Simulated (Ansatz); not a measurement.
# What CaSiS3 (model cell, started as cubic perovskite with Si in the octahedra) distorts into, part 2 of 3

Which phase does CaSiS3 (model cell, started as cubic perovskite with Si in the octahedra) fall into along its unstable mode, and how much energy does it gain?

Ansatz 0.2.0; DFT LDA, scalar-relativistic, plane waves, PAW; PAW set soft_1.

So far, highest frequency on the path or at a solved wavevector (cm⁻¹): step 2 (the dispersion) 416. Also lowest frequency on the path (cm⁻¹): step 2 -182.

The structure was built from a prototype and need not be the compound's stable phase.

**3. The mode frozen in, largest atomic shift 0 Å**

The mode followed lies at q = (-0.5, -0.5, -0.5) with frequency 181.9i cm⁻¹ and is 3-fold degenerate, the softest among the wavevectors solved. At small amplitude the distorted cell has space group no. 74 by a symmetry search on the positions. The undistorted cell that holds it gives the zero of energy on the same k mesh.

System of this step: CaSiS3 (model cell, started as cubic perovskite with Si in the octahedra). Symmetry: Pm-3m, No. 221, cubic system. The conventional cell has a = 4.521 Å, b = 4.521 Å, c = 4.521 Å, α = 90.00°, β = 90.00°, γ = 90.00°. Ca has 12 S at 3.20 Å nearest. Nearest to Si lie 6 S at 2.26 Å. Nearest to S lie 2 Si at 2.26 Å and 4 Ca at 3.20 Å. Farther neighbours and most contacts between anions are not listed.

File input.yaml:

```yaml
crystal:
  lattice:
    - [4.5206973037, 4.5206973037, 0.0]
    - [4.5206973037, 0.0, 4.5206973037]
    - [4.5206973037, 0.0, -4.5206973037]
  atoms:
    - { symbol: Ca, position: [0.0, 0.0, 0.0] }
    - { symbol: Ca, position: [0.0, 0.5, 0.5] }
    - { symbol: Si, position: [0.5, 0.25, 0.75] }
    - { symbol: Si, position: [0.5, 0.75, 0.25] }
    - { symbol: S, position: [0.5, 0.0, 1.0] }
    - { symbol: S, position: [0.5, 0.5, 0.5] }
    - { symbol: S, position: [0.0, 0.5, 0.0] }
    - { symbol: S, position: [0.0, 0.0, 0.5] }
    - { symbol: S, position: [0.5, 0.5, 0.0] }
    - { symbol: S, position: [0.5, 0.0, 0.5] }
kpoints:
  mp_grid: { grid: [8, 8, 8] }
hamiltonian:
  xc: lda
  pseudopotentials: { kind: paw, azcp: { folder: soft_1 }, xc_functional: pbe }
scf:
  occupations: { method: methfessel_paxton, width: 0.2 }
output:
  forces: true
  stress: true
  eigenvalues: true
```

Started as:

```sh
> ansatz run input.yaml --threads 4 --pin off --max-ram 16384MiB --backend cpu --events-out ev --progress --plain --runs-dir out
```

Numbers of over 12 decimals in the logs are rounded to 6 here.

Output:

```text
[...]
Crystal: 10 atoms, lattice volume = 184.776 Å³
Basis set: ecut = 420 eV, 3695 PW (Γ)
Bands: 42, of which v1, the nominal top of the filled ones, is band 32 counted from 1 (31 counted from 0)
Symmetry: 96 space group operations
[...]
k-points: 29 of 512
[...]
k-point 0: bands = [... 28 lower, 7.0419, 7.0419, 8.4619, 8.4619, 8.4619, 10.2582, 10.4042, 10.4042, ... 6 higher]
  k-point 1: bands = [... 28 lower, 7.0246, 7.0246, 8.2322, 8.2322, 8.3675, 10.1486, 10.4547, 10.5987, ... 6 higher]
  k-point 2: bands = [... 28 lower, 7.0505, 7.0505, 7.8492, 7.8492, 8.1163, 9.4789, 10.7896, 10.7896, ... 6 higher]
  k-point 28: bands = [... 28 lower, 6.3469, 6.3469, 7.2785, 7.2785, 9.4857, 9.4857, 10.7165, 10.7165, ... 6 higher]
[key lines of the parts left out:]
SCF converged after 8 iterations
Free energy (F): -9988.446138 eV
Fermi energy:    7.894004 eV
P = ⅓ Tr σ = 0.0314 GPa (0.314 kbar)
```

Elapsed: 4 s, on 4 threads of Arm Neoverse V1, shared host; peak memory 0.56 GiB.

Numbers from this step:

```
pressure                         : 0.03141 GPa
energy from the undistorted cell : 0 meV/atom
```

The run ends at a pressure of 0.03 GPa.

**4. The mode frozen in, largest atomic shift 0.6 Å**

The atoms are moved along the unstable eigenvector, the largest shift by 0.6 Å, with the cell fixed.

input.yaml, the sections that differ from step 3:

```yaml
crystal:
  lattice:
    - [4.5206973037, 4.5206973037, 0.0]
    - [4.5206973037, 0.0, 4.5206973037]
    - [4.5206973037, 0.0, -4.5206973037]
  atoms:
    - { symbol: Ca, position: [0.0, 0.0, 0.0] }
    - { symbol: Ca, position: [0.0, 0.5, 0.5] }
    - { symbol: Si, position: [0.5, 0.25, 0.75] }
    - { symbol: Si, position: [0.5, 0.75, 0.25] }
    - { symbol: S, position: [0.4061507462, 0.0938492538, 1.0938492538] }
    - { symbol: S, position: [0.5938492538, 0.4061507462, 0.4061507462] }
    - { symbol: S, position: [0.0, 0.5469246269, -0.0469246269] }
    - { symbol: S, position: [0.0, -0.0469246269, 0.5469246269] }
    - { symbol: S, position: [0.5, 0.5469246269, -0.0469246269] }
    - { symbol: S, position: [0.5, -0.0469246269, 0.5469246269] }
# kpoints, hamiltonian, scf, output: as in step 3
```

Output:

```text
[...]
Crystal: 10 atoms, lattice volume = 184.776 Å³
Basis set: ecut = 420 eV, 3695 PW (Γ)
Bands: 42, of which v1, the nominal top of the filled ones, is band 32 counted from 1 (31 counted from 0)
Symmetry: 8 space group operations
[...]
k-points: 95 of 512
[...]
k-point 0: bands = [... 28 lower, 7.0328, 7.1152, 7.1298, 7.8296, 7.8583, 10.2774, 10.3176, 10.8006, ... 6 higher]
  k-point 1: bands = [... 28 lower, 6.9774, 7.0462, 7.2546, 7.8388, 7.8482, 10.0688, 10.3877, 10.8396, ... 6 higher]
  k-point 2: bands = [... 28 lower, 6.8346, 7.0798, 7.2942, 7.7062, 7.8287, 9.4509, 10.6413, 10.9847, ... 6 higher]
  k-point 94: bands = [... 28 lower, 6.1907, 6.1907, 6.8008, 6.8008, 9.4476, 9.4476, 10.7323, 10.7323, ... 6 higher]
[key lines of the parts left out:]
SCF converged after 9 iterations
Free energy (F): -9989.758702 eV
Fermi energy:    7.795428 eV
P = ⅓ Tr σ = -1.4729 GPa (-14.729 kbar)
```

The job ended after 14 s (4 threads; peak memory 0.81 GiB; 54 s of CPU time).

Numbers from this step:

```yaml
pressure: -1.473 GPa
energy_from_the_undistorted_cell: -131.1 meV/atom
```

The energy, extrapolated to zero smearing, is -131.11 meV/atom against the undistorted cell.

The run ends at a pressure of -1.47 GPa, with forces up to 1.0 eV/Å.

**5. Energy along the mode, all amplitudes (two of the runs are shown above)**

An imaginary frequency means negative curvature, so the energy should fall and then rise again as anharmonic terms take over.

Numbers from this step:

| Item | Value |
| --- | --- |
| depth at the lowest point sampled | 131.1 meV/atom |
| largest atomic shift at that point | 0.6 Å |

The energy from the parent by largest atomic shift:

```csv
largest atomic shift (Å),energy from the parent (meV/atom)
0.000,0
0.040,-1.01
0.080,-4.17
0.140,-13.3
0.220,-32.8
0.320,-64.6
0.450,-106
0.600,-131
```

Displacement at unit largest shift by atom:

```csv
atom,x (Å),y (Å),z (Å),size
Ca1,0.000,0.000,0.000,0.000
Ca2,0.000,0.000,0.000,0.000
Si3,0.000,0.000,0.000,0.000
Si4,0.000,0.000,0.000,0.000
S5,0.707,-0.707,0.000,1.000
S6,-0.707,0.707,0.000,1.000
S7,0.000,0.000,0.707,0.707
S8,0.000,0.000,-0.707,0.707
S9,0.000,0.000,0.707,0.707
S10,0.000,0.000,-0.707,0.707
```

The lowest of the steps tried is the last one, at 0.6 Å, 131 meV/atom below the parent; the bottom of the well need not coincide with a step.

**6. Relaxation from the frozen mode**

Starting from the lowest point found, all atoms and the cell are let go, so that strain and other modes of the same symmetry can join in.

input.yaml: that of step 4 with these lines changed.

```diff
@@ -27 +27,10 @@
   eigenvalues: true
+  write_density: true
+  write_potential: true
+  elf: true
+  volumetric_format: npy
+relax:
+  adjacent_minimum: "off"
+  f_tol: 0.002
+  max_steps: 120
+  cell: { stress_tol: 0.03 }
```

Output:

```text
[...]
Crystal: 10 atoms, lattice volume = 184.776 Å³
Basis set: ecut = 420 eV, 3695 PW (Γ)
Bands: 42, of which v1, the nominal top of the filled ones, is band 32 counted from 1 (31 counted from 0)
Symmetry: 8 space group operations
[...]
k-points: 95 of 512
[...]
SCF iter   1: F=—  HF=-9993.442222 eV  |F-HF|=—  |Δ(HF+E_count)|=         —  Δρ=5.19e-2  dr2=1.16e1  ethr=3.10e-3  ⟨swp⟩=10.4  Hψ=23399  notcnv=0
[...]
SCF iter   9: F=-9989.758702 eV  HF=-9989.758702 eV  |F-HF|=1.64e-8  |Δ(HF+E_count)|=   4.60e-8  S|Δr|=    0.00e0  Δρ=2.48e-6  dr2=2.67e-8  ethr=1.56e-10  ⟨swp⟩=23.8  Hψ=40695  notcnv=0
SCF 1 converged in 9 iterations: F = -9989.758702 eV  dr2 = 2.67e-8
[...]
relax step   1: F+E_penalty+E_count = -9989.75870236 eV  Δ(F+E_penalty+E_count) = +0.000e0 eV  max|allowed force component| = 7.169e-1 eV/Å  Δτ_max = 0.0000 Å  P = -1.473 GPa  Ω = 184.776 Å³  (9 SCF iters, dr2 threshold 1.00e-7 eV, accepted)
Crystal: 10 atoms, lattice volume = 177.633 Å³
Basis set: ecut = 420 eV, 3487 PW (Γ)
[...]
SCF iter   7: F=-9989.971335 eV  HF=-9989.971335 eV  |F-HF|=7.08e-9  |Δ(HF+E_count)|=   1.15e-7  S|Δr|=    0.00e0  Δρ=5.74e-6  dr2=6.26e-8  ethr=1.56e-9  ⟨swp⟩=19.1  Hψ=37058  notcnv=0
the search or the solves at the SCF's close seem to have found levels that the self-consistency loop had missed (the run counts 1). By its estimate they hold under 1e-12 electrons; where the run keeps them, the occupations were computed again with them
SCF 2 converged in 7 iterations: F = -9989.971335 eV  dr2 = 6.26e-8
[...]
relax step   2: F+E_penalty+E_count = -9989.97133451 eV  Δ(F+E_penalty+E_count) = -2.126e-1 eV  max|allowed force component| = 5.328e-1 eV/Å  Δτ_max = 0.1704 Å  P = +2.286 GPa  Ω = 177.633 Å³  energy of the carried Pulay correction = +1.411e-3 eV  (7 SCF iters, dr2 threshold 1.00e-6 eV, accepted)
Crystal: 10 atoms, lattice volume = 182.396 Å³
Basis set: ecut = 420 eV, 3587 PW (Γ)
[...]
SCF iter   7: F=-9990.079264 eV  HF=-9990.079264 eV  |F-HF|=8.29e-8  |Δ(HF+E_count)|=   2.36e-7  S|Δr|=    0.00e0  Δρ=5.62e-6  dr2=1.38e-7  ethr=1.56e-9  ⟨swp⟩=12.0  Hψ=30722  notcnv=0
SCF 3 converged in 7 iterations: F = -9990.079264 eV  dr2 = 1.38e-7
relax step   3: F+E_penalty+E_count = -9990.07926427 eV  Δ(F+E_penalty+E_count) = -1.079e-1 eV  max|allowed force component| = 1.685e-1 eV/Å  Δτ_max = 0.0874 Å  P = -0.590 GPa  Ω = 182.396 Å³  energy of the carried Pulay correction = +4.642e-4 eV  (7 SCF iters, dr2 threshold 1.00e-6 eV, accepted)
[...]
relax step   4: F+E_penalty+E_count = -9990.09226602 eV  Δ(F+E_penalty+E_count) = -1.300e-2 eV  max|allowed force component| = 3.010e-2 eV/Å  Δτ_max = 0.0214 Å  P = -0.022 GPa  Ω = 181.321 Å³  energy of the carried Pulay correction = +6.758e-4 eV  (5 SCF iters, dr2 threshold 1.00e-6 eV, accepted)
[...]
relax step   5: F+E_penalty+E_count = -9990.09299471 eV  Δ(F+E_penalty+E_count) = -7.287e-4 eV  max|allowed force component| = 2.536e-3 eV/Å  Δτ_max = 0.0046 Å  P = +0.034 GPa  Ω = 181.183 Å³  energy of the carried Pulay correction = +7.030e-4 eV  (4 SCF iters, dr2 threshold 2.02e-7 eV, accepted)
[...]
relax step   6: F+E_penalty+E_count = -9990.09311017 eV  Δ(F+E_penalty+E_count) = -1.155e-4 eV  max|allowed force component| = 3.911e-3 eV/Å  Δτ_max = 0.0006 Å  P = -0.000 GPa  Ω = 181.240 Å³  energy of the carried Pulay correction = +6.919e-4 eV  (5 SCF iters, dr2 threshold 2.81e-8 eV, accepted)
[...]
relax step   7: F+E_penalty+E_count = -9990.09309980 eV  Δ(F+E_penalty+E_count) = +1.037e-5 eV  max|allowed force component| = 1.035e-2 eV/Å  Δτ_max = 0.0027 Å  P = +0.009 GPa  Ω = 181.202 Å³  energy of the carried Pulay correction = +6.994e-4 eV  (6 SCF iters, dr2 threshold 3.09e-9 eV, rejected (line search))
[...]
relax step   8: F+E_penalty+E_count = -9990.09313329 eV  Δ(F+E_penalty+E_count) = -2.311e-5 eV  max|allowed force component| = 7.857e-4 eV/Å  Δτ_max = 0.0007 Å  P = -0.001 GPa  Ω = 181.229 Å³  energy of the carried Pulay correction = +6.940e-4 eV  (7 SCF iters, accepted)
[...]
SCF iter   5: F=-9990.092494 eV  HF=-9990.092494 eV  |F-HF|=3.64e-12  |Δ(HF+E_count)|=  3.64e-11  S|Δr|=    0.00e0  Δρ=4.76e-8  dr2=4.06e-12  ethr=1.00e-12  ⟨swp⟩=11.3  Hψ=24534  notcnv=0
SCF 9 converged in 5 iterations: F = -9990.092494 eV  dr2 = 4.06e-12
relax step   9: F+E_penalty+E_count = -9990.09249443 eV  Δ(F+E_penalty+E_count) = +6.389e-4 eV  max|allowed force component| = 7.487e-4 eV/Å  Δτ_max = 0.0000 Å  P = -0.003 GPa  Ω = 181.229 Å³  stress off target by 1.26e-2 GPa  SCF on the basis re-selected at this cell (its energy is not comparable with the rows above)  (5 SCF iters)
basis re-selected at this cell: Δ(F+E_penalty+E_count) = +6.389e-4 eV, ΔP = -0.001 GPa vs the last step (what re-selecting the basis moved, of the pressure what is left beyond the Pulay correction that the steps carried, after the strain that the cell walked since its last selection, with what the two solves' SCF thresholds leave and, on support functions, any second-order correction that the steps lacked; it is no m [...]
SCF converged after 5 iterations
[...]
Free energy (F): -9990.092494 eV
[...]
Internal energy: -9990.099539 eV  (E = F + TS)
E sigma→0 (E₀):  -9990.094256 eV
Entropy (-TS):   0.007045 eV (0.704 meV/atom)
Fermi energy:    8.071155 eV
Step filling:    the computed levels leave a gap of 0.0274 eV = 0.1 smearing widths at the electron count; against every level under it full and every level over it empty, smearing changes F+E_penalty+E_count by +2.005 meV and its σ→0 estimate by +0.244 meV
[...]
--- Forces (eV/Å), atoms counted from 1 ---
  atom   1  Ca    -0.00012079     0.00012079     0.00000000
  atom   2  Ca     0.00012079    -0.00012079     0.00000000
  atom   3  Si     0.00000000    -0.00000000     0.00000000
  atom   4  Si     0.00000000    -0.00000000    -0.00000000
  atom   5  S      0.00006078    -0.00006078     0.00000000
  atom   6  S     -0.00006078     0.00006078     0.00000000
  atom   7  S      0.00000000     0.00000000    -0.00074870
  atom   8  S      0.00000000     0.00000000     0.00074870
  atom   9  S      0.00000000     0.00000000    -0.00074870
  atom  10  S      0.00000000     0.00000000     0.00074870
  max |Σ_I F_I| component: 3.47e-18 eV/Å
--- Stress (GPa, compression-positive) ---
        0.002310      -0.003362       0.000000
       -0.003362       0.002310       0.000000
        0.000000       0.000000      -0.012609
  P = ⅓ Tr σ = -0.0027 GPa (-0.027 kbar)
--- Band table (eV; the first three rows and the last of 95) ---
  k-point 0: bands = [... 28 lower, 7.0800, 7.2732, 7.4722, 7.8750, 8.2289, 10.6275, 10.6581, 11.0788, ... 6 higher]
  k-point 1: bands = [... 28 lower, 7.1326, 7.2499, 7.4636, 7.8747, 8.2570, 10.4274, 10.7002, 11.1301, ... 6 higher]
  k-point 2: bands = [... 28 lower, 7.0343, 7.3613, 7.4071, 7.8129, 8.2578, 9.8181, 10.8664, 11.3324, ... 6 higher]
  k-point 94: bands = [... 28 lower, 6.3730, 6.3730, 7.0326, 7.0326, 9.6694, 9.6694, 11.0720, 11.0720, ... 6 higher]
--- Relaxed structure (8 steps of the walk, 7 accepted, 1 SCFs on fresh bases) ---
  F+E_penalty+E_count = -9990.09249443 eV   max|allowed force component| = 7.487e-4 eV/Å   (the final SCF, on the basis selected at the relaxed cell)
  cell:  # Å, volume = 181.2288 Å³
    - [4.472021, 4.472021, 0.0]
    - [4.505793, -0.033772, 4.463537]
    - [4.505793, -0.033772, -4.463537]
  atoms:
    - { symbol: Ca, position: [0.016910, -0.016910, -0.016910] }
    - { symbol: Ca, position: [-0.016910, 0.516910, 0.516910] }
    - { symbol: Si, position: [0.500000, 0.25, 0.750000] }
    - { symbol: Si, position: [0.500000, 0.750000, 0.250000] }
    - { symbol: S, position: [0.407426, 0.092574, 1.092574] }
    - { symbol: S, position: [0.592574, 0.407426, 0.407426] }
    - { symbol: S, position: [0.0, 0.558865, -0.058865] }
    - { symbol: S, position: [0.0, -0.058865, 0.558865] }
    - { symbol: S, position: [0.500000, 0.558865, -0.058865] }
    - { symbol: S, position: [0.500000, -0.058865, 0.558865] }
```

Elapsed: 1.9 min, on 4 threads; peak memory 0.86 GiB.

The steps of the relaxation:

```
step  energy less that of the first step (eV)  largest force component (eV/Å)  pressure (GPa)  volume (Å³)
   1                                   0.0000                          0.7169           -1.47       184.78
   2                                  -0.2126                          0.5328            2.29       177.63
   3                                  -0.3206                          0.1685           -0.59       182.40
   4                                  -0.3336                          0.0301           -0.02       181.32
   5                                  -0.3343                          0.0025            0.03       181.18
   6                                  -0.3344                          0.0039            0.00       181.24
   7                                  -0.3344                          0.0104            0.01       181.20
   8                                  -0.3344                          0.0008            0.00       181.23
  9*                                  -0.3338                          0.0007            0.00       181.23
```

Relaxation steps marked * repeat the geometry before them on a plane-wave basis chosen anew for their cell, so energy and pressure can jump there. Relaxation step 7 was tried and not accepted.

Forces are held to the 8 operations that the run works with; a distortion that breaks them can't arise in this run.

```csv
"conventional cell, symmetrised",before,after,change
a (Å),6.393,6.324,-1.1 %
b (Å),9.041,8.927,-1.3 %
c (Å),6.393,6.420,+0.4 %
volume (Å³/atom),18.48,18.12,-1.9 %
```

The atoms that moved most (Å, as changes of fractional coordinates times the final cell):

```
atom      dx      dy      dz  length
 Ca1  -0.077   0.077   0.000   0.109
 Ca2   0.077  -0.077   0.000   0.109
  S9   0.000   0.000   0.107   0.107
 S10   0.000   0.000  -0.107   0.107
  S8   0.000   0.000  -0.107   0.107
  S7   0.000   0.000   0.107   0.107
  S5  -0.006   0.006   0.000   0.008
  S6   0.006  -0.006   0.000   0.008
```

This step gave:

```
pressure        : -0.002663 GPa
volume per atom : 18.12 Å³
```

ELF in the bc plane of the conventional cell at fractional x = 0.500, with atoms of Ca and Si and S within 0.2 Å of it. It is the smooth field of the valence electrons, not physical close to the nuclei.

Values, 9 rows by 16 columns, each cell a mean:
```
0.38 0.62 0.79 0.41 0.25 0.77 0.70 0.42 0.38 0.44 0.48 0.63 0.66 0.52 0.45 0.39
0.31 0.26 0.58 0.71 0.67 0.68 0.31 0.28 0.34 0.21 0.10 0.09 0.09 0.08 0.17 0.31
0.10 0.06 0.23 0.48 0.51 0.32 0.08 0.08 0.14 0.14 0.08 0.11 0.14 0.07 0.13 0.14
0.05 0.02 0.21 0.56 0.60 0.33 0.03 0.04 0.08 0.07 0.26 0.74 0.79 0.43 0.07 0.08
0.03 0.03 0.48 0.83 0.82 0.68 0.08 0.03 0.03 0.03 0.48 0.83 0.82 0.67 0.08 0.02
0.09 0.09 0.18 0.62 0.69 0.30 0.08 0.10 0.06 0.03 0.12 0.40 0.44 0.21 0.03 0.05
0.16 0.15 0.09 0.05 0.05 0.06 0.14 0.16 0.13 0.08 0.33 0.66 0.69 0.46 0.11 0.11
0.39 0.26 0.13 0.17 0.19 0.13 0.20 0.37 0.37 0.35 0.64 0.57 0.49 0.69 0.41 0.35
0.38 0.51 0.62 0.72 0.73 0.66 0.55 0.38 0.39 0.65 0.81 0.53 0.39 0.80 0.73 0.41
```
Columns run along b (8.9 Å), rows up along c (6.4 Å), edges of the conventional cell, whose origin can differ from the input's. Atoms in or near the plane, at fractional coordinates: Ca at (0.25, 0.48), Ca at (0.75, 0.52), Si at (0.00, 0.00), Si at (0.50, 0.00), S at (0.75, 0.09), S at (0.25, 0.91).

Electrostatic potential energy in the bc plane of the conventional cell at fractional x = 0.500, with atoms of Ca and Si and S within 0.2 Å of it. With pseudopotentials it is smooth inside the atoms' cores, unlike the true potential.

Ten even steps from '_' (-44 eV) to '@' (12 eV), each cell a mean:
```
++::**%%++..::..++%%++::++----##@@%%####%%@@##----
--++##%%==..--..==%%##++--==**%%@@@@@@@@@@@@%%**==
##%%@@%%**::..::**%%@@%%##%%%%@@@@@@@@@@@@@@@@%%%%
@@@@@@@@%%##**##%%@@@@@@@@@@@@@@@@@@@@@@@@@@@@@@@@
@@@@@@@@@@@@@@@@@@@@@@@@@@@@@@@@@@@@@@@@@@@@@@@@@@
@@@@@@@@@@%%%%%%@@@@@@@@@@@@@@@@@@%%####%%@@@@@@@@
@@@@@@@@##**++**##@@@@@@@@@@@@@@##==::::++%%@@@@@@
@@@@@@%%++..__..++%%@@@@@@@@@@%%**..____..**%%@@@@
@@@@@@%%--______==%%@@@@@@@@@@%%**..____..**%%@@@@
@@@@@@%%++..__..++%%@@@@@@@@@@@@##++::::++##@@@@@@
@@@@@@@@##++==++##@@@@@@@@@@@@@@%%%%####%%@@@@@@@@
@@@@@@@@@@%%%%%%@@@@@@@@@@@@@@@@@@@@@@@@@@@@@@@@@@
@@@@@@@@@@@@@@@@@@@@@@@@@@@@@@@@@@@@%%%%@@@@@@@@@@
@@@@@@@@@@@@@@@@@@@@@@@@@@@@@@@@%%**----**%%@@@@@@
**##%%@@@@@@@@@@@@@@%%##****%%%%##::::::::##%%%%**
::--##@@@@@@%%@@@@@@##--::::++%%**::::::::**%%++::
##--++%%%%++==++%%%%++--##==--####==....==####--++
```
Columns run along b (8.9 Å; values clipped at the 3rd and 97th percentile), rows up along c (6.4 Å), edges of the conventional cell, whose origin can differ from the input's. Atoms in or near the plane, at fractional coordinates: Ca at (0.25, 0.48), Ca at (0.75, 0.52), Si at (0.00, 0.00), Si at (0.50, 0.00), S at (0.75, 0.09), S at (0.25, 0.91).

(Continued in part 3 of 3.)

[Logs are printed without paths, hosts, clocks, repeated set-up lines and the standing remarks that a program may print on its own settings, such as how far it seeks lower states.]

[Hosts, paths, dates, database ids (printed as entryN), source tags and the programs' standing remarks are cut or masked in the printed files.]
